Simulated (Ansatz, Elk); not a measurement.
# MnSn3S4: X-ray structure factors from the self-consistent density, part 2 of 2

The structure of MnSn3S4 used here is made up (a known structure type with other elements) and was relaxed beforehand with PBE. The aim is the Fourier transform of its all-electron density, F(hkl), set beside the sum over free spherical atoms that refinements use.

Elk 11.2.3 (patched build); all-electron DFT.

So far: The structure; Ground state and structure factors; The magnetisation density; The highest occupied states alone.

The structure was built from a prototype and need not be the compound's stable phase.

## Step 5: Another functional

Level of this step: DFT, LDA (Perdew-Wang), all-electron APW+lo, Dirac cores, scalar-relativistic bands, static density, ferromagnetic start (Elk).

The difference from free atoms is small, so it is set against the change that LDA (Perdew-Wang) makes.

The input, elk.in:

```
tasks
  0
  195
  196

xctype
  3

spinpol
  .true.

rgkmax
  7.0

gmaxvr
  14.0

lmaxo
  7

lmaxapw
  8

swidth
  0.002

tshift
  .false.

ramdisk
  .false.

hmaxvr
  5.5

maxscl
  120

epspot
  1e-06

reducebf
  0.8

sppath
  './'

avec
  11.80672723704 -0.00000000000 0.00000000000
  -0.00000000000 11.80672723704 -0.00000000000
  -0.00000000000 -0.00000000000 11.80672723704

atoms
  3
  'Sn.in'
  3
  0.5000000000 0.5000000000 -0.0000000000   0.000000 0.000000 0.000000
  0.5000000000 0.0000000000 0.5000000000   0.000000 0.000000 0.000000
  0.0000000000 0.5000000000 0.5000000000   0.000000 0.000000 0.000000
  'Mn.in'
  1
  0.0000000000 0.0000000000 -0.0000000000   0.000000 0.000000 -0.195000
  'S.in'
  4
  0.7770856488 0.2229143512 0.7770856488   0.000000 0.000000 0.000000
  0.2229143512 0.7770856488 0.7770856488   0.000000 0.000000 0.000000
  0.7770856488 0.7770856488 0.2229143512   0.000000 0.000000 0.000000
  0.2229143512 0.2229143512 0.2229143512   0.000000 0.000000 0.000000

ngridk
  3 3 3
```

Run with:

```console
$ OMP_NUM_THREADS=4 elk
```

Numbers of over 12 decimals in the logs are rounded to 6 here.

Output:

```text
┌─────────────────────────┐
│ Elk code version 11.2.3 │
└─────────────────────────┘

All units are atomic (Hartree, Bohr, etc.)

┌─────────────────────────────────────────────────┐
│ Ground-state run starting from atomic densities │
└─────────────────────────────────────────────────┘

Lattice vectors :
   11.80672724      -0.000000000       0.000000000
  -0.000000000       11.80672724      -0.000000000
  -0.000000000      -0.000000000       11.80672724

Reciprocal lattice vectors :
  0.5321699385       0.000000000       0.000000000
[...]
total calculated charge     :    238.9988966
 total charge                :    239.0000000
 error                       :   0.1103414126E-02

Moments :
 interstitial                :   0.5968278149
 muffin-tins
  species : 1 (Sn)
[...]
species : 2 (Mn)
[...]
species : 3 (S)
[...]
atom 3                    :   0.6358144717E-01
   atom 4                    :   0.6358144717E-01
 total in muffin-tins        :    4.400644595
 total moment                :    4.997472410

┌──────────────────────────────┐
│ Self-consistent loop stopped │
└──────────────────────────────┘

Wrote STATE.OUT
[key lines of the parts left out:]
total energy                :     -21269.871585909
```

The job ended after 2.5 min (4 threads of Arm Neoverse V2, shared host; peak memory 0.54 GiB).

Against the first run R = 0.05 %; the largest change is -0.093 at 222. The moment goes from 5.00 to 5.00 μB.

## Step 6: Basis size

A smaller basis shows how fast F responds to it; the change is likely larger than the basis error of the first run, but doesn't show convergence.

elk.in, as its differences from that of step 5:

```diff
@@ -6,3 +6,3 @@
 xctype
-  3
+  20
 
@@ -12,3 +12,3 @@
 rgkmax
-  7.0
+  5.5
```

Run with:

```console
$ OMP_NUM_THREADS=4 elk
```

Output:

```text
┌─────────────────────────┐
│ Elk code version 11.2.3 │
└─────────────────────────┘

All units are atomic (Hartree, Bohr, etc.)

┌─────────────────────────────────────────────────┐
│ Ground-state run starting from atomic densities │
└─────────────────────────────────────────────────┘

Lattice vectors :
   11.80672724      -0.000000000       0.000000000
  -0.000000000       11.80672724      -0.000000000
  -0.000000000      -0.000000000       11.80672724

Reciprocal lattice vectors :
  0.5321699385       0.000000000       0.000000000
[...]
total calculated charge     :    238.9988191
 total charge                :    239.0000000
 error                       :   0.1180922961E-02

Moments :
 interstitial                :   0.6135724996
 muffin-tins
  species : 1 (Sn)
[...]
species : 2 (Mn)
[...]
species : 3 (S)
[...]
atom 3                    :   0.4593836978E-01
   atom 4                    :   0.4593836978E-01
 total in muffin-tins        :    4.385932735
 total moment                :    4.999505234

┌──────────────────────────────┐
│ Self-consistent loop stopped │
└──────────────────────────────┘

Wrote STATE.OUT
[key lines of the parts left out:]
total energy                :     -21292.566414420
```

Wall time 4.7 min (4 threads); peak memory 0.69 GiB.

Against the first run R = 0.02 %; the largest change is +0.094 at 222. The moment goes from 5.00 to 5.00 μB.

## Step 7: With a Hubbard U

A Hubbard U is put on the d shell, to see how far it moves the factors.

elk.in, as its differences from that of step 6:

```diff
@@ -12,3 +12,3 @@
 rgkmax
-  5.5
+  7.0
 
@@ -71 +71,5 @@
   3 3 3
+
+dft+u
+  1 1
+  2 2 0.143322 0.000000
```

Run with:

```console
$ OMP_NUM_THREADS=4 elk
```

Output:

```text
┌─────────────────────────┐
│ Elk code version 11.2.3 │
└─────────────────────────┘

All units are atomic (Hartree, Bohr, etc.)

┌─────────────────────────────────────────────────┐
│ Ground-state run starting from atomic densities │
└─────────────────────────────────────────────────┘

Lattice vectors :
   11.80672724      -0.000000000       0.000000000
  -0.000000000       11.80672724      -0.000000000
  -0.000000000      -0.000000000       11.80672724

Reciprocal lattice vectors :
  0.5321699385       0.000000000       0.000000000
[...]
Moments :
 interstitial                :  -0.3819733911E-02
 muffin-tins
  species : 1 (Sn)
[...]
species : 2 (Mn)
[...]
species : 3 (S)
[...]
atom 3                    :  -0.1655155640E-03
   atom 4                    :  -0.1655155640E-03
 total in muffin-tins        :  -0.4733578172E-02
 total moment                :  -0.8553312084E-02

RMS change in Kohn-Sham potential (target) :   0.2598150159E-05 (  0.1000000000E-05)
Absolute change in total energy (target)   :   0.1734177204E-05 (  0.1000000000E-03)

┌──────────────────┐
│ Loop number : 43 │
└──────────────────┘
[key lines of the parts left out:]
total energy                :     -21247.638234387
```

It took 8.2 min on 4 threads; peak memory 0.8 GiB.

The run was cut off at its time limit.

## Step 8: Settings against the effect

```
              run  R against the first run (%)  R against neutral atoms, low angle (%)  wall time
    PBE, rgkmax 7                         0.00                                    0.20    6.7 min
LDA (Perdew-Wang)                         0.05                                    0.18    2.5 min
       rgkmax 5.5                         0.02                                    0.22    4.7 min
```

## Step 9: What came out

| Quantity | Value |
| --- | --- |
| R against neutral atoms, sin θ/λ < 0.3 Å⁻¹ | 0.20 % |
| R against neutral atoms, 0.3 to 0.82 Å⁻¹ | 0.12 % |

**Reading.** Independent neutral atoms miss the calculated amplitudes by R = 0.20 % below 0.3 Å⁻¹ and 0.12 % from there to 0.82 Å⁻¹; by shells, 0.38 % below 0.15 Å⁻¹ (3 forms), 0.17 % 0.15 to 0.3 (11 forms), 0.13 % 0.3 to 0.45 (19 forms), 0.12 % above 0.45 (116 forms). Bonding, aspherical density and the tables' own atoms all enter these figures, and the runs don't part them. The largest change of an amplitude is -0.51 electrons, at 200. R counts amplitudes alone; phases shift too. The magnetic order is that of the start. No other order was tried here, and an antiferromagnetic one would change or move the magnetic intensity. The window's part falls from 35.0 electrons at the origin to at most 0.98 between 0.45 and 0.82 Å⁻¹, where compact states inside the window still scatter. Below 0.3 Å⁻¹ the changes that finished (LDA (Perdew-Wang) and rgkmax 5.5) move F by R = 0.04 % at most, against the 0.20 % that separates it from free atoms. The magnetic factors move by R = 1.8 % (LDA (Perdew-Wang)) and 0.9 % (rgkmax 5.5). The k-mesh has no finished test. Part of the difference isn't bonding: the tables are fits to free atoms and ions calculated by other methods than this functional. Thermal motion, anomalous dispersion and extinction are left out.

[Logs are printed without paths, hosts, clocks, repeated set-up lines and the standing remarks that a program may print on its own settings, such as how far it seeks lower states.]

[Hosts, paths, dates, database ids (printed as entryN), source tags and the programs' standing remarks are cut or masked in the printed files.]
